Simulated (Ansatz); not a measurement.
# Changed inputs in constrained RPA: ReCl2 (1T sheet), part 2 of 2

Aim: hold the target of a cRPA run on ReCl2 (1T sheet) and move one thing at a time.

Ansatz 0.2.0; constrained RPA on LDA, plane waves, PAW.

So far. Step 5 (Changed: smooth pair densities): On the Re t2g shell, screening brings the on-site interaction from 10.7 eV down to U = 3.04 eV. Step 6 (Changed: accuracy low): On the Re t2g shell, screening brings the on-site interaction from 10.7 eV down to U = 3.00 eV.

### Step 8. Changed: PBEsol

This step: constrained RPA on PBEsol, plane waves, PAW.

input.yaml reads:

```yaml
crystal:
  lattice:
    - [2.54202218, -2.54202218, 0.0]
    - [-2.54202218, 0.0, -2.54202218]
    - [17.38503569, 17.38503569, -17.38503569]
  atoms:
    - { symbol: Re, position: [0.0, 0.0, 0.3180797022] }
    - { symbol: Cl, position: [0.3333333333, 0.6666666667, 0.3563615235] }
    - { symbol: Cl, position: [0.6666666667, 0.3333333333, 0.2797978809] }
  periodic: [true, true, false]
kpoints:
  mp_grid: { grid: [6, 6, 1] }
hamiltonian:
  xc: pbesol
scf:
  occupations: { method: gaussian, width: 0.08 }
  n_extra_bands: 19
  max_iter: 150
  lower_state_search: "off"
output:
  crpa:
    kmesh: [6, 6, 1]
    target_bands: [v3, v1]
    projections: [{ species: Re, l: d, shell: 5, orbitals: [dxz, dyz, dxy] }]
```

Launch:

```bash
$ ansatz run input.yaml --threads 8 --pin off --max-ram 14745MiB --backend cpu --events-out ev --progress --plain --runs-dir out
```

Numbers of over 12 decimals in the logs are rounded to 6 here.

The program printed:

```text
[...]
Crystal: 3 atoms, lattice volume = 337.020 Å³
Basis set: ecut = 420 eV, 6497 PW (Γ)
Bands: 34, of which v1, the nominal top of the filled ones, is band 15 counted from 1 (14 counted from 0)
Symmetry: 12 space group operations
[...]
k-points: 7 of 36
[...]
the weakly bound empty levels are not read free of the cell's end (no_gap_told)
[...]
χ-basis size per q: N_G = 1197..1254
[...]
Site 0, 5D, 3 of 5 d orbitals (Wannier functions 1, 2, 3; wannier90's mr 2, 3, 5):
      screened: U = 3.0806 eV, U' = 2.4894 eV, J = 0.2636 eV
      screened, to within: U = 9.3e-3 eV, U' = 9.3e-3 eV, J = 6.1e-4 eV
      bare: V = 10.7113 eV, V' = 9.8411 eV, J = 0.3932 eV
[...]
[key lines of the parts left out:]
SCF converged after 11 iterations
Free energy (F): -12857.950711 eV
Fermi energy:    -4.015171 eV
```

Wall time 53 s (8 threads of Arm Neoverse V2, shared host); peak memory 2.6 GiB; 6.6 min of CPU time.

Numbers from this step:

```yaml
u: 3.081 eV
u_prime_inter_orbital: 2.489 eV
j: 0.2636 eV
bare_v: 10.71 eV
bare_j: 0.3932 eV
stated_bound_on_u: 0.009229 eV
u_over_bare_v: 0.2876
electrons_in_the_window: 5.000
head_of_the_constrained_inverse_dielectric_matrix: 0.6416
least_eigenvalue_of_the_projection_s_overlap: 0.6641
target_functions: 3
bands_in_the_sums: 30
width_of_the_target_bands: 1.642 eV
weight_of_the_projected_orbitals_in_the_window: 0.8566
```

On the Re t2g shell, screening brings the on-site interaction from 10.7 eV down to U = 3.08 eV.

### Step 9. Changed: strain -3%

This step: constrained RPA on LDA, plane waves, PAW.

The cell differs from the one that the last finished run ended in (a 3.595 → 3.487 Å, b 3.595 → 3.487 Å).

input.yaml, as its differences from that of step 8:

```diff
@@ -2,4 +2,4 @@
   lattice:
-    - [2.54202218, -2.54202218, 0.0]
-    - [-2.54202218, 0.0, -2.54202218]
+    - [2.4657615146, -2.4657615146, 0.0]
+    - [-2.4657615146, 0.0, -2.4657615146]
     - [17.38503569, 17.38503569, -17.38503569]
@@ -13,3 +13,3 @@
 hamiltonian:
-  xc: pbesol
+  xc: lda
 scf:
@@ -24 +24,6 @@
     projections: [{ species: Re, l: d, shell: 5, orbitals: [dxz, dyz, dxy] }]
+  local_orbitals:
+    kmesh: [12, 12, 1]
+    orbitals: [{ species: Re, l: d, shell: 5, orbitals: [dxz, dyz, dxy] }]
+    window: { bands: [v3, v1] }
+    seedname: lo
```

The program printed:

```text
[...]
Crystal: 3 atoms, lattice volume = 317.102 Å³
Basis set: ecut = 420 eV, 6191 PW (Γ)
Bands: 34, of which v1, the nominal top of the filled ones, is band 15 counted from 1 (14 counted from 0)
Symmetry: 12 space group operations
[...]
k-points: 7 of 36
[...]
the weakly bound empty levels are not read free of the cell's end (no_gap_told)
[...]
χ-basis size per q: N_G = 1125..1167
[...]
Site 0, 5D, 3 of 5 d orbitals (Wannier functions 1, 2, 3; wannier90's mr 2, 3, 5):
      screened: U = 3.0082 eV, U' = 2.4415 eV, J = 0.2544 eV
      screened, to within: U = 8.9e-3 eV, U' = 8.9e-3 eV, J = 5.9e-4 eV
      bare: V = 10.4729 eV, V' = 9.6294 eV, J = 0.3785 eV
[...]
[key lines of the parts left out:]
SCF converged after 9 iterations
Free energy (F): -12694.812522 eV
Fermi energy:    -4.048982 eV
```

Run time: 38 s. Hardware: 8 threads; peak memory 2.5 GiB; 4.6 min of CPU time.

This step gave:

```
U                                                 : 3.008 eV
U prime (inter-orbital)                           : 2.442 eV
J                                                 : 0.2544 eV
bare V                                            : 10.47 eV
bare J                                            : 0.3785 eV
stated bound on U                                 : 0.008803 eV
U over bare V                                     : 0.2872
electrons in the window                           : 5.000
head of the constrained inverse dielectric matrix : 0.6343
least eigenvalue of the projection's overlap      : 0.6604
target functions                                  : 3
bands in the sums                                 : 30
r.m.s. miss of the model bands                    : 2.91e-4 eV
width of the target bands                         : 1.956 eV
weight of the projected orbitals in the window    : 0.8404
```

On the Re t2g shell, screening brings the on-site interaction from 10.5 eV down to U = 3.01 eV.

### Step 10. Side by side

Times are wall times on 8 threads of Arm Neoverse V2, shared host, good to a factor of about two.

| run | bare V (eV) | U (eV) | J (eV) | bound on U (eV) | width (eV) | time |
| --- | --- | --- | --- | --- | --- | --- |
| target window | 10.68 | 3.030 | 0.262 | 0.0086 | 1.64 | 54 s |
| 9×9×1 mesh | 10.66 | 3.026 | 0.262 | 0.0086 | 1.64 | 2.4 min |
| 3×3×1 mesh | 11.00 | 3.013 | 0.269 | 0.0083 | 1.64 | 14 s |
| smooth pair densities | 10.68 | 3.042 | 0.269 | 0.0061 | 1.64 | 48 s |
| accuracy low | 10.68 | 3.004 | 0.260 | 0.1064 | 1.64 | 35 s |
| PBEsol | 10.71 | 3.081 | 0.264 | 0.0092 | 1.64 | 53 s |
| strain -3% | 10.47 | 3.008 | 0.254 | 0.0088 | 1.96 | 38 s |

### Step 11. Outcome

| Item | Value |
| --- | --- |
| target window | U 3.03 eV, J 0.26 eV |
| 9×9×1 mesh | U 3.03 eV, J 0.26 eV |
| 3×3×1 mesh | U 3.01 eV, J 0.27 eV |
| smooth pair densities | U 3.04 eV, J 0.27 eV |
| accuracy low | U 3.00 eV, J 0.26 eV |
| PBEsol | U 3.08 eV, J 0.26 eV |
| strain -3% | U 3.01 eV, J 0.25 eV |

**Reading.** 9×9×1 mesh moves U by −0.004 eV (within the solver's bounds, for the mean over orbitals) at 2.7 times the time. 3×3×1 mesh moves U by −0.02 eV at 0.26 times the time. Smooth pair densities moves U by +0.01 eV (within the solver's bounds, for the mean over orbitals). Accuracy low moves U by −0.03 eV (within the solver's bounds, for the mean over orbitals). PBEsol moves U by +0.05 eV. Strain -3% moves U by −0.02 eV. The printed bound covers the solver alone, not the mesh. The parent state is non-magnetic and the interaction static (zero frequency); U depends on the window and the orbitals, so it belongs to this model alone. Spin-orbit coupling, which is strong for atoms this heavy, is left out.

[Paths, hosts, dates, memory and timing lines, banners, echoed tables and standing remarks are left out of the program output.]

[Logs are printed without paths, hosts, clocks, repeated set-up lines and the standing remarks that a program may print on its own settings, such as how far it seeks lower states.]

[Runs of the session that timed out or met a known fault of the program may be left out.]

[Hosts, paths, dates, database ids (printed as entryN), source tags and the programs' standing remarks are cut or masked in the printed files.]
